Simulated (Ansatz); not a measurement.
## Work function of Co(0001): what the settings cost and change

How far do cutoff, k-mesh and smearing move the work function of Co(0001)?

Method: plane-wave DFT, PBE, Ansatz PAW, in Ansatz 0.2.0.

## 1. The structure

The cell holds 7 atoms: 7 Co. Its edges and angles: a = 2.510 Å, b = 2.510 Å, c = 30.214 Å, α = 90.0°, β = 90.0°, γ = 60.0°. Vacuum lies along c.

## 2. Run, setting cutoff 200 eV

A work function rests on the faint tail of the density, so the SCF threshold is tight. The cutoff is raised first; then mesh and smearing are varied at the default cutoff.

input.yaml reads:

```yaml
crystal:
  lattice:
    - [2.51, 0.0, 0.0]
    - [1.255, 2.1737237635, 0.0]
    - [0.0, 0.0, 30.21366]
  atoms:
    - { symbol: Co, position: [0.0, 0.0, 0.2978785093], spin: 1.7 }
    - { symbol: Co, position: [0.6666666667, 0.6666666667, 0.3652523395], spin: 1.7 }
    - { symbol: Co, position: [0.0, 0.0, 0.4326261698], spin: 1.7 }
    - { symbol: Co, position: [0.6666666667, 0.6666666667, 0.5], spin: 1.7 }
    - { symbol: Co, position: [0.0, 0.0, 0.5673738302], spin: 1.7 }
    - { symbol: Co, position: [0.6666666667, 0.6666666667, 0.6347476605], spin: 1.7 }
    - { symbol: Co, position: [0.0, 0.0, 0.7021214907], spin: 1.7 }
magnetization:
  spin_polarized: true
kpoints:
  mp_grid: { grid: [19, 19, 1] }
hamiltonian:
  xc: pbe
scf:
  occupations: { method: fermi_dirac, width: 0.1 }
  convergence: { dr2_threshold: 1.0e-09 }
efield:
  axis: 3
  dipole_correction: true
  ramp_position: 0.97
  ramp_width: 0.06
basis:
  ecutwfc: "200 eV"
output:
  write_potential: true
  write_density: true
  volumetric_format: npy
  elf: true
```

Started as:

```
> ansatz run input.yaml --threads 4 --pin off --max-ram 6144MiB --backend cpu --events-out ev --progress --plain --runs-dir out
```

Numbers of over 12 decimals in the logs are rounded to 6 here.

Output:

```text
Warning: basis.ecutwfc = 200 eV is below the records' recommended 420 eV, and the density's cutoff is lower with it unless basis.ecutrho_ratio is high enough to keep the records' density cutoff: compare with a run at a higher cutoff
Warning: basis.ecutrho_ratio 4 (ecutrho = 800 eV, dense FFT grid 12×12×144): the grid does not resolve the core-correction charge of Co (measure 0.09 e/Å^2.5); warned from 0.08. The energy and each atom's force then go with where the atoms sit on the grid: [figures from the program's tests cut] If this deck is also warned that a cutoff or its ratio is below what is recommended, mend that before anything below. First try basis.xc_grid, which is 1 on this run (the dense grid itself), where it is not refused (2, then 3). Above 1 the core-correction charge is laid on the exchange–correlation grid, and this warning is never given, whether or not the level is enough: [rest of the remark cut]
Engine: ansatz 0.2.0, aarch64-unknown-linux-gnu
Pseudopotentials: kind: paw
Pseudopotential: Co, paw, valence charge 17, recommended cutoff 420 eV (normal), Co.paw.azcp
Functional definition: PBE
  parameter kappa = 0.804
  parameter beta = 0.066725
  exchange = pbe_x(kappa = kappa, mu = beta*pi^2/3)
  correlation = pbe_c(beta = beta)
Crystal: 7 atoms, lattice volume = 164.847 Å³
Basis set: ecut = 200 eV, 1011 PW (Γ)
Bands: 79, of which v1, the nominal top of the filled ones, is band 60 counted from 1 (59 counted from 0)
Symmetry: 6 space group operations
k-points: 40 of 361 (time reversal used)
Non-local potential: Co, projectors of the file, l = 0: 3, l = 1: 2, l = 2: 3, l = 3: 1
PAW form: soft (Blöchl's): semilocal exchange-correlation on the pseudo side does not see the compensation charge
PAW one-centre angular grid: Co, 590 points (default); XC on 64 Gauss nodes
Initial density: superposition of atomic densities (neutral atoms: chi_scale 0, normalization atom)
Starting moments: Σ|m| = 11.9 μB on 7 of 7 sites
Initial wavefunctions: pseudopotential atomic-orbital guess
Functional: x = pbe(κ = 0.804, μ = 0.219515), c = pbe(β = 0.066725)
SCF iter   1: F=—  HF=-35760.347876 eV  |F-HF|=—  |Δ(HF+E_count)|=         —  Δρ=1.96e-1 (↑1.39e-1 ↓1.96e-1)  dr2=7.46e1  dr2_m=1.69e0  M=13.022 μB ∫|m|=13.656 μB  β_m=1.00  ethr=3.10e-3  p=0.000 e·Å  D=6.08e-14 V/Å  ΔV_dip=-0.00 eV  dr2_dipole=2.04e-7  V_vac-E_F(+/−)=6.31/6.31 eV  ⟨swp⟩=9.1  Hψ=28773  notcnv=0  defer=108
Mixer restart at iter 1: flushing history
efield: sawtooth ramp at fractional position 0.9700 (set: `efield.ramp_position`, or a place that a band, a saddle search or an elastic batch's reference lends), width 0.0600; the density the first Hamiltonian is built on has a dipole p = 0.000 e·Å; the dipole correction subtracts the counter field D = 6.08e-14 V/Å, which shifts the + side's vacuum level by -0.00 eV against the − side's; the planar-averaged density in the ramp window peaks in size at 4.4e-4 e/Å³
preconditioner: auto → LDOS  [metal: Δε(μ)=0.011 eV  Ē_g=7.333 eV  σ=0.100 eV  W_gap=0.03  n_scr=24 (ndim 8)  ℏωp=23.0 eV  f_vac=0.484  D(μ)=7.14/eV (n_scr^D=26)]
spin=Collinear: LDOS preconditioning applied to the charge; magnetization (m = ρ↑ − ρ↓) channel mixes plain (no charge-response kernel on spin).
SCF iter   2: F=—  HF=-35715.883123 eV  |F-HF|=—  |Δ(HF+E_count)|=    4.45e1  Δρ=3.13e-2 (↑3.11e-2 ↓3.13e-2)  dr2=3.34e0  dr2_m=3.08e-1  M=13.000 μB ∫|m|=13.909 μB  β_m=0.33  ethr=3.10e-3  p=0.000 e·Å  D=3.89e-5 V/Å  ΔV_dip=-0.00 eV  dr2_dipole=6.07e-7  V_vac-E_F(+/−)=6.23/6.23 eV  ⟨swp⟩=3.0  Hψ=16812  notcnv=0  defer=317
density mixer auto → msr1: a metal under ldos (density of states about μ 4.19 of a free-electron gas's, 24 screened modes)
SCF iter   3: F=—  HF=-35719.170467 eV  |F-HF|=—  |Δ(HF+E_count)|=    3.29e0  Δρ=3.29e-2 (↑2.85e-2 ↓3.29e-2)  dr2=5.37e0  dr2_m=6.44e-2  M=12.385 μB ∫|m|=13.246 μB  β_m=0.66  ethr=2.81e-3  p=0.000 e·Å  D=2.23e-5 V/Å  ΔV_dip=-0.00 eV  dr2_dipole=2.23e-9  V_vac-E_F(+/−)=6.78/6.78 eV  ⟨swp⟩=2.9  Hψ=12264  notcnv=0  defer=343
SCF iter   4: F=—  HF=-35726.571939 eV  |F-HF|=—  |Δ(HF+E_count)|=    7.40e0  Δρ=1.86e-2 (↑1.86e-2 ↓9.24e-3)  dr2=2.08e0  dr2_m=6.90e-2  M=11.573 μB ∫|m|=12.380 μB  β_m=0.65  ethr=2.81e-3  p=0.000 e·Å  D=4.21e-5 V/Å  ΔV_dip=-0.00 eV  dr2_dipole=5.49e-6  V_vac-E_F(+/−)=6.71/6.73 eV  ⟨swp⟩=2.9  Hψ=10542  notcnv=0  defer=350
SCF iter   5: F=—  HF=-35726.861927 eV  |F-HF|=—  |Δ(HF+E_count)|=   2.90e-1  Δρ=7.01e-3 (↑7.01e-3 ↓3.83e-3)  dr2=6.83e-1  dr2_m=3.01e-2  M=11.436 μB ∫|m|=12.254 μB  β_m=0.58  ethr=1.74e-3  p=0.000 e·Å  D=1.85e-5 V/Å  ΔV_dip=-0.00 eV  dr2_dipole=7.90e-8  V_vac-E_F(+/−)=6.68/6.70 eV  ⟨swp⟩=2.0  Hψ=10077  notcnv=0  defer=394
SCF iter   6: F=—  HF=-35726.866911 eV  |F-HF|=—  |Δ(HF+E_count)|=   4.98e-3  Δρ=2.72e-3 (↑2.72e-3 ↓2.64e-3)  dr2=9.53e-2  dr2_m=8.83e-3  M=11.412 μB ∫|m|=12.256 μB  β_m=0.73  ethr=5.74e-4  p=0.000 e·Å  D=9.25e-6 V/Å  ΔV_dip=-0.00 eV  dr2_dipole=5.50e-8  V_vac-E_F(+/−)=6.48/6.49 eV  ⟨swp⟩=1.6  Hψ=7190  notcnv=0  defer=404
SCF iter   7: F=—  HF=-35726.883695 eV  |F-HF|=—  |Δ(HF+E_count)|=   1.68e-2  Δρ=1.29e-3 (↑1.29e-3 ↓1.27e-3)  dr2=1.94e-2  dr2_m=1.10e-3  M=11.398 μB ∫|m|=12.280 μB  β_m=0.66  ethr=8.01e-5  p=0.000 e·Å  D=1.01e-5 V/Å  ΔV_dip=-0.00 eV  dr2_dipole=3.51e-8  V_vac-E_F(+/−)=6.15/6.16 eV  ⟨swp⟩=2.0  Hψ=9172  notcnv=0  defer=415
SCF iter   8: F=—  HF=-35726.883028 eV  |F-HF|=—  |Δ(HF+E_count)|=   6.67e-4  Δρ=4.89e-4 (↑1.89e-4 ↓4.89e-4)  dr2=3.21e-4  dr2_m=1.35e-4  M=11.388 μB ∫|m|=12.280 μB  β_m=0.79  ethr=1.63e-5  p=0.000 e·Å  D=3.15e-6 V/Å  ΔV_dip=-0.00 eV  dr2_dipole=2.45e-10  V_vac-E_F(+/−)=6.07/6.09 eV  ⟨swp⟩=2.2  Hψ=9276  notcnv=0  defer=415
SCF iter   9: F=—  HF=-35726.883664 eV  |F-HF|=—  |Δ(HF+E_count)|=   6.36e-4  Δρ=2.29e-4 (↑2.13e-4 ↓2.29e-4)  dr2=3.55e-4  dr2_m=2.16e-5  M=11.386 μB ∫|m|=12.281 μB  β_m=0.68  ethr=2.70e-7  p=0.000 e·Å  D=1.13e-6 V/Å  ΔV_dip=-0.00 eV  dr2_dipole=2.58e-9  V_vac-E_F(+/−)=6.04/6.05 eV  ⟨swp⟩=3.3  Hψ=13761  notcnv=0  defer=415
SCF iter  10: F=—  HF=-35726.883680 eV  |F-HF|=—  |Δ(HF+E_count)|=   1.66e-5  Δρ=1.40e-4 (↑4.43e-5 ↓1.40e-4)  dr2=1.63e-5  dr2_m=9.52e-6  M=11.386 μB ∫|m|=12.282 μB  β_m=0.84  ethr=2.70e-7  p=0.000 e·Å  D=1.84e-7 V/Å  ΔV_dip=-0.00 eV  dr2_dipole=8.58e-11  V_vac-E_F(+/−)=6.02/6.04 eV  ⟨swp⟩=2.0  Hψ=9002  notcnv=0  defer=415
SCF iter  11: F=—  HF=-35726.883689 eV  |F-HF|=—  |Δ(HF+E_count)|=   8.90e-6  Δρ=7.24e-5 (↑4.00e-5 ↓7.24e-5)  dr2=1.42e-5  dr2_m=1.82e-6  M=11.386 μB ∫|m|=12.282 μB  β_m=0.86  ethr=1.37e-8  p=0.000 e·Å  D=9.57e-8 V/Å  ΔV_dip=-0.00 eV  dr2_dipole=9.66e-11  V_vac-E_F(+/−)=6.03/6.04 eV  ⟨swp⟩=3.1  Hψ=13287  notcnv=0  defer=415
SCF iter  12: F=—  HF=-35726.883693 eV  |F-HF|=—  |Δ(HF+E_count)|=   3.21e-6  Δρ=2.80e-5 (↑1.38e-5 ↓2.80e-5)  dr2=3.65e-6  dr2_m=2.23e-7  M=11.386 μB ∫|m|=12.282 μB  β_m=0.90  ethr=1.19e-8  p=-0.000 e·Å  D=-9.34e-8 V/Å  ΔV_dip=0.00 eV  dr2_dipole=1.22e-10  V_vac-E_F(+/−)=6.02/6.04 eV  ⟨swp⟩=2.4  Hψ=11908  notcnv=0  defer=415
SCF iter  13: F=—  HF=-35726.883693 eV  |F-HF|=—  |Δ(HF+E_count)|=   3.82e-7  Δρ=7.83e-6 (↑6.33e-6 ↓7.83e-6)  dr2=1.18e-7  dr2_m=3.51e-8  M=11.386 μB ∫|m|=12.282 μB  β_m=0.91  ethr=3.07e-9  p=0.000 e·Å  D=1.76e-9 V/Å  ΔV_dip=-0.00 eV  dr2_dipole=4.92e-10  V_vac-E_F(+/−)=6.03/6.04 eV  ⟨swp⟩=2.3  Hψ=11505  notcnv=0  defer=415
SCF iter  14: F=—  HF=-35726.883693 eV  |F-HF|=—  |Δ(HF+E_count)|=   2.55e-7  Δρ=1.02e-5 (↑5.85e-6 ↓1.02e-5)  dr2=2.38e-7  dr2_m=1.07e-8  M=11.386 μB ∫|m|=12.282 μB  β_m=0.91  ethr=9.91e-11  p=-0.000 e·Å  D=-8.89e-8 V/Å  ΔV_dip=0.00 eV  dr2_dipole=1.14e-9  V_vac-E_F(+/−)=6.03/6.04 eV  ⟨swp⟩=3.0  Hψ=13995  notcnv=0  defer=415
SCF iter  15: F=—  HF=-35726.883693 eV  |F-HF|=—  |Δ(HF+E_count)|=   1.46e-8  Δρ=2.80e-6 (↑1.02e-6 ↓2.80e-6)  dr2=1.28e-8  dr2_m=2.30e-9  M=11.386 μB ∫|m|=12.282 μB  β_m=0.87  ethr=9.91e-11  p=0.000 e·Å  D=5.06e-9 V/Å  ΔV_dip=-0.00 eV  dr2_dipole=3.01e-12  V_vac-E_F(+/−)=6.03/6.04 eV  ⟨swp⟩=3.0  Hψ=12200  notcnv=0  defer=415
SCF iter  16: F=—  HF=-35726.883693 eV  |F-HF|=—  |Δ(HF+E_count)|=   2.71e-8  Δρ=9.61e-7 (↑3.82e-7 ↓9.61e-7)  dr2=4.02e-9  dr2_m=3.58e-10  M=11.386 μB ∫|m|=12.282 μB  β_m=0.83  ethr=1.07e-11  p=-0.000 e·Å  D=-7.50e-9 V/Å  ΔV_dip=0.00 eV  dr2_dipole=1.07e-11  V_vac-E_F(+/−)=6.03/6.04 eV  ⟨swp⟩=3.0  Hψ=13810  notcnv=0  defer=415
SCF iter  17: F=—  HF=-35726.883693 eV  |F-HF|=—  |Δ(HF+E_count)|=   1.60e-8  Δρ=4.22e-7 (↑1.31e-7 ↓4.22e-7)  dr2=6.21e-10  dr2_m=7.65e-11  M=11.386 μB ∫|m|=12.282 μB  β_m=0.92  ethr=3.38e-12  p=0.000 e·Å  D=1.18e-8 V/Å  ΔV_dip=-0.00 eV  dr2_dipole=1.82e-11  V_vac-E_F(+/−)=6.03/6.04 eV  ⟨swp⟩=3.0  Hψ=13927  notcnv=0  defer=415
SCF iter  18: F=—  HF=-35726.883693 eV  |F-HF|=—  |Δ(HF+E_count)|=   1.13e-8  Δρ=7.01e-7 (↑1.35e-7 ↓7.01e-7)  dr2=4.56e-9  dr2_m=2.08e-10  M=11.386 μB ∫|m|=12.282 μB  β_m=0.82  ethr=1.00e-12  p=-0.000 e·Å  D=-3.14e-8 V/Å  ΔV_dip=0.00 eV  dr2_dipole=5.50e-10  V_vac-E_F(+/−)=6.03/6.04 eV  ⟨swp⟩=3.1  Hψ=14503  notcnv=0  defer=415
SCF iter  19: F=-35726.883693 eV  HF=-35726.883693 eV  |F-HF|=1.02e-9  |Δ(HF+E_count)|=   3.65e-9  Δρ=3.27e-7 (↑5.14e-8 ↓3.27e-7)  dr2=3.84e-10  dr2_m=3.98e-11  M=11.386 μB ∫|m|=12.282 μB  ethr=1.00e-12  p=0.000 e·Å  D=1.12e-8 V/Å  ΔV_dip=-0.00 eV  dr2_dipole=8.93e-13  V_vac-E_F(+/−)=6.03/6.04 eV  ⟨swp⟩=9.6  Hψ=28935  notcnv=0
WARN: efield: at this solve's end the planar-averaged density reaches 6.18e-4 e/Å³ inside the ramp window [0.9369, 0.0631] (bound 1e-5 e/Å³), and -1.85e-4 e/Å³ on another of its planes; by the running means of the window's planes the mean density over a ramp is at most 3.04e-4 e/Å³, which is held to the bound (the quickstart, § The vacuum guard, A window that rings); the window's nearer edge stands 7.09 Å from this solve's nearest atom along the axis. Its work functions, free energy, forces, stress, dipole, levels and responses can be off, and this figure does not tell by how much. The cell may have no vacuum along `efield.axis`. [rest of the remark cut]
SCF 1 converged in 19 iterations: F = -35726.883693 eV  dr2 = 3.84e-10
  greatest PAW one-centre occupation: 1.048 electrons in one spin orbital (limit 2), on the Co atom at site 6 (counted from 0), in its partial waves of l = 1
WARN: The output density's exchange-correlation potential varies sharply where the density is thin. Do not read a vacuum level from v_tot or v_xc, or from such a field of the output density. On a cell that repeats whose density bears no net charge and no dipole along the vacuum's axis use v_es (v_loc + v_h of the components); under efield.dipole_correction with no amplitude use v_es + v_field, which holds any externa [...]
SCF converged after 19 iterations
Magnetization: 11.3858 μB (65.1929 up, 53.8071 down)
Absolute magnetization: 12.2805 μB (∫|ρ↑−ρ↓|, with the PAW one-centre terms)
Spin contamination: 0.1537 ħ² per cell (⟨S²⟩ above its minimum at these occupations)
Per-site moments (μB) at R_I (Å): [(1.701245, 1.030734), (1.671024, 1.030734), (1.660340, 1.030734), (1.662847, 1.030734), (1.660340, 1.030734), (1.671024, 1.030734), (1.701246, 1.030734)]
Free energy (F): -35726.883693 eV
Harris-Foulkes:  -35726.883693 eV  (|F-HF|=1.02e-9)
Internal energy: -35726.406453 eV  (E = F + TS)
E sigma→0 (E₀):  -35726.645073 eV
Entropy (-TS):   -0.477240 eV (-68.177 meV/atom)
Fermi energy:    5.011797 eV
Dipole field:    D = -0.000001 V/Å  (p = -0.000001 e·Å, saw-weighted, corrected)
Work function:   Φ+ = 6.0282 eV (in doubt: plateau slope 8.4e-2 eV/Å)   Φ− = 6.0411 eV (in doubt: plateau slope 7.5e-2 eV/Å)
Levels:          The Fermi level and band energies are counted from a zero that moves with the ramp; work functions are not
Vacuum region:   at the solve's end the planar-averaged density reaches 6.18e-4 e/Å³ inside the ramp window [0.9369, 0.0631] (bound 1e-5 e/Å³), and -1.85e-4 e/Å³ on another of its planes; by the running means of the window's planes the mean density over a ramp is at most 3.04e-4 e/Å³, which is held to the bound (the quickstart, § The vacuum guard, A window that rings)
--- Per-component energies (eV) ---
  E_band       = -3372.641739
  E_kinetic    = 3372.345394
  E_local      = -355018.954538  (includes V_loc(G=0)·N_el)
  E_nonlocal   = 3609.553771
  E_hartree    = 175201.548423
  E_xc         = -1104.199636
  E_vxc        = -1424.267905  (∫ρ·V_xc dr)
  E_paw        = -11022.508420  (= ΣΔE_a)
  E_vpaw       = -4314.444079  (= ΣTr[D̂ρ^β])
  E_aug_tail   = 0.034319  (compensation charges beyond the density's cutoff)
  E_efield     = 0.000000  (sawtooth field / dipole correction)
  E_vefield    = 0.000000  (∫n·V_field dr)
  E_ewald      = 149235.774232
  E_smearing   = -0.477240  (= −TS)
  E_closure    = 0.000000  (closes the sum)
  Σ components = -35726.883693   (vs F -35726.883693, Δ=0.00e0)
--- Band table (eV; the first three rows and the last of 80) ---
  k-point 0 ↑: bands = [... 56 lower, 3.4277, 3.4327, 3.4327, 3.5305, 3.6135, 3.6135, 3.6394, 3.6394, ... 15 higher]
  k-point 1 ↑: bands = [... 56 lower, 3.5655, 3.5734, 3.5980, 3.6631, 3.7068, 3.7390, 3.7869, 3.8464, ... 15 higher]
  k-point 2 ↑: bands = [... 56 lower, 3.5457, 3.6090, 3.6575, 3.6601, 3.6863, 3.8613, 3.8949, 3.9045, ... 15 higher]
  k-point 39 ↓: bands = [... 56 lower, 5.3227, 5.4993, 5.5212, 5.6092, 5.6183, 5.6862, 5.7113, 10.9539, ... 15 higher]
```

The job ended after 60 s (4 threads of Arm Neoverse N1, shared host; peak memory 0.66 GiB; 3.8 min of CPU time).

This step gave:

| Quantity | Value |
| --- | --- |
| energy at zero smearing | -35726.6451 eV |
| total moment | 11.39 μB |
| site moments | 1.701, 1.671, 1.660, 1.663, 1.660, 1.671, 1.701 μB |
| work function, upper face | 6.028 eV |

Running mean over 2.03561 Å of the planar mean; the ramp of the sawtooth is left out. Electron's electrostatic potential energy less the Fermi level against z:

```csv
z (Å),electron's electrostatic potential energy less the Fermi level (eV)
3.5,5.83
4.0,5.75
4.5,5.65
5.0,5.54
5.5,5.40
6.0,5.21
6.5,4.91
7.0,4.23
7.5,2.06
8.0,-2.88
8.5,-7.47
9.0,-8.98
9.5,-9.05
10.0,-9.02
10.5,-9.03
11.0,-9.06
11.5,-9.07
12.0,-9.06
12.5,-9.06
13.0,-9.06
13.5,-9.05
14.0,-9.05
14.5,-9.05
15.0,-9.05
15.5,-9.05
16.0,-9.05
16.5,-9.05
17.0,-9.05
17.5,-9.06
18.0,-9.06
18.5,-9.07
19.0,-9.07
19.5,-9.05
20.0,-9.02
20.5,-9.03
21.0,-9.06
21.5,-8.45
22.0,-5.17
22.5,0.197
23.0,3.62
23.5,4.70
24.0,5.10
24.5,5.33
25.0,5.48
25.5,5.60
26.0,5.71
26.5,5.80
27.0,5.87
```

Site moment by atom:

```csv
atom,site moment (μB)
Co1,1.70
Co2,1.67
Co3,1.66
Co4,1.66
Co5,1.66
Co6,1.67
Co7,1.70
```

Spin density in the ca plane at fractional y = 0.000, with atoms of Co within 0.2 Å of it.

Ten even steps from '0' (0.0 e/Å³) to '9' (5.1 e/Å³), each cell a mean:
```
00000002520000000015300000000044100000000000
00000000100000000001000000000000000000000000
00000000000000000000000000000000000000000000
00000000000000000000000000000000000000000000
00000000000000000000000000000000000000000000
00000000000000000000000000000000000000000000
00000001310000000013200000000033000000000000
00000003940000000029600000000178100000000000
```
Columns run along c (16.0 Å, from fractional 0.34 to 0.87 of the cell), rows up along a (2.5 Å). Atoms in or near the plane, at fractional coordinates: Co at (0.43, 0.00), Co at (0.57, 0.00), Co at (0.70, 0.00).

ELF in the ca plane at fractional y = 0.000, with atoms of Co within 0.2 Å of it. It is the smooth field of the valence electrons, not physical close to the nuclei.

Values, 5 rows by 16 columns, each cell a mean:
```
0.19 0.19 0.36 0.51 0.18 0.19 0.31 0.57 0.18 0.19 0.27 0.62 0.06 0.00 0.00 0.00
0.14 0.14 0.15 0.17 0.13 0.15 0.15 0.17 0.13 0.15 0.15 0.17 0.07 0.00 0.00 0.00
0.15 0.16 0.19 0.17 0.15 0.17 0.19 0.15 0.15 0.18 0.19 0.14 0.11 0.00 0.00 0.00
0.14 0.14 0.20 0.27 0.14 0.14 0.18 0.29 0.13 0.13 0.17 0.32 0.06 0.00 0.00 0.00
0.25 0.26 0.45 0.64 0.23 0.27 0.39 0.70 0.23 0.27 0.34 0.77 0.06 0.00 0.00 0.00
```
Columns run along c (16.0 Å, from fractional 0.34 to 0.87 of the cell), rows up along a (2.5 Å). Atoms in or near the plane, at fractional coordinates: Co at (0.43, 0.00), Co at (0.57, 0.00), Co at (0.70, 0.00).

Valence density in the ca plane at fractional y = 0.000, with atoms of Co within 0.2 Å of it. It is the smooth field of the valence electrons, not physical close to the nuclei.

Values in e/Å³, 5 rows by 16 columns, each cell a mean:
```
 0  0  5  9  0  0  3 11  0  0  2 12  0  0  0  0
 1  1  1  1  0  1  0  1  0  1  0  1  0  0  0  0
 1  1  0  0  1  1  0  0  0  1  0  0  0  0  0  0
 0  0  1  2  0  0  1  3  0  0  1  3  0  0  0  0
 0  0  8 17  0  0  6 19  0  0  4 21  0  0  0  0
```
Columns run along c (16.0 Å, from fractional 0.34 to 0.87 of the cell), rows up along a (2.5 Å). Atoms in or near the plane, at fractional coordinates: Co at (0.43, 0.00), Co at (0.57, 0.00), Co at (0.70, 0.00).

The work function is 6.028 eV. The program marks this work function as in doubt.

## 3. Run

input.yaml, as its differences from that of step 2:

```diff
@@ -28,3 +28,3 @@
 basis:
-  ecutwfc: "200 eV"
+  ecutwfc: "300 eV"
 output:
@@ -33,2 +33 @@
   volumetric_format: npy
-  elf: true
```

Output:

```text
[...]
Crystal: 7 atoms, lattice volume = 164.847 Å³
Basis set: ecut = 300 eV, 2017 PW (Γ)
Bands: 79, of which v1, the nominal top of the filled ones, is band 60 counted from 1 (59 counted from 0)
Symmetry: 6 space group operations
k-points: 40 of 361 (time reversal used)
[...]
k-point 1 ↑: bands = [... 56 lower, 4.2088, 4.2587, 4.2662, 4.5161, 4.5360, 4.6704, 4.7639, 4.7661, ... 15 higher]
  k-point 2 ↑: bands = [... 56 lower, 4.0269, 4.1464, 4.2339, 4.3483, 4.4818, 4.4977, 4.7264, 4.7512, ... 15 higher]
  k-point 39 ↓: bands = [... 56 lower, 6.6937, 6.8197, 6.8714, 6.9091, 6.9462, 7.0152, 7.0222, 10.7644, ... 15 higher]
[key lines of the parts left out:]
SCF converged after 18 iterations
Magnetization: 11.6112 μB (65.3056 up, 53.6944 down)
Free energy (F): -35877.773178 eV
Fermi energy:    5.949711 eV
Dipole field:    D = 0.000001 V/Å  (p = 0.000001 e·Å, saw-weighted, corrected)
Work function:   Φ+ = 4.9940 eV   Φ− = 4.9944 eV
```

Elapsed: 92 s, on 4 threads; peak memory 0.92 GiB; 5.9 min of CPU time.

The work function is 4.994 eV, -1.034 eV from the run “cutoff 200 eV”, at 1.5 times its CPU time.

## 4. Slab

input.yaml, as its differences from that of step 3:

```diff
@@ -28,3 +28,3 @@
 basis:
-  ecutwfc: "300 eV"
+  ecutwfc: "420 eV"
 output:
```

Output:

```text
[...]
Crystal: 7 atoms, lattice volume = 164.847 Å³
Basis set: ecut = 420 eV, 3239 PW (Γ)
Bands: 79, of which v1, the nominal top of the filled ones, is band 60 counted from 1 (59 counted from 0)
Symmetry: 6 space group operations
k-points: 40 of 361 (time reversal used)
[...]
k-point 1 ↑: bands = [... 56 lower, 4.2253, 4.3098, 4.3139, 4.5707, 4.5835, 4.7132, 4.8113, 4.8117, ... 15 higher]
  k-point 2 ↑: bands = [... 56 lower, 4.0775, 4.1907, 4.2841, 4.3892, 4.5272, 4.5465, 4.7715, 4.7972, ... 15 higher]
  k-point 39 ↓: bands = [... 56 lower, 6.7812, 6.9024, 6.9493, 6.9860, 7.0209, 7.0837, 7.0905, 10.7926, ... 15 higher]
[key lines of the parts left out:]
SCF converged after 17 iterations
Magnetization: 11.7324 μB (65.3662 up, 53.6338 down)
Free energy (F): -35881.652511 eV
Fermi energy:    6.021182 eV
Dipole field:    D = 0.000001 V/Å  (p = 0.000000 e·Å, saw-weighted, corrected)
Work function:   Φ+ = 4.9837 eV   Φ− = 4.9837 eV
```

Wall time 2 min (4 threads); peak memory 1.3 GiB.

The work function is 4.984 eV, -1.045 eV from the run “cutoff 200 eV”, at 2.0 times its CPU time.

(Continued in part 2 of 2.)

[Logs are printed without paths, hosts, clocks, repeated set-up lines and the standing remarks that a program may print on its own settings, such as how far it seeks lower states.]

[Hosts, paths, dates, database ids (printed as entryN), source tags and the programs' standing remarks are cut or masked in the printed files.]

[Maps of the electrostatic potential energy from Ansatz leave out the sawtooth potential of an applied field or a dipole correction, so their vacuum need not be flat; planar profiles and work functions include it.]
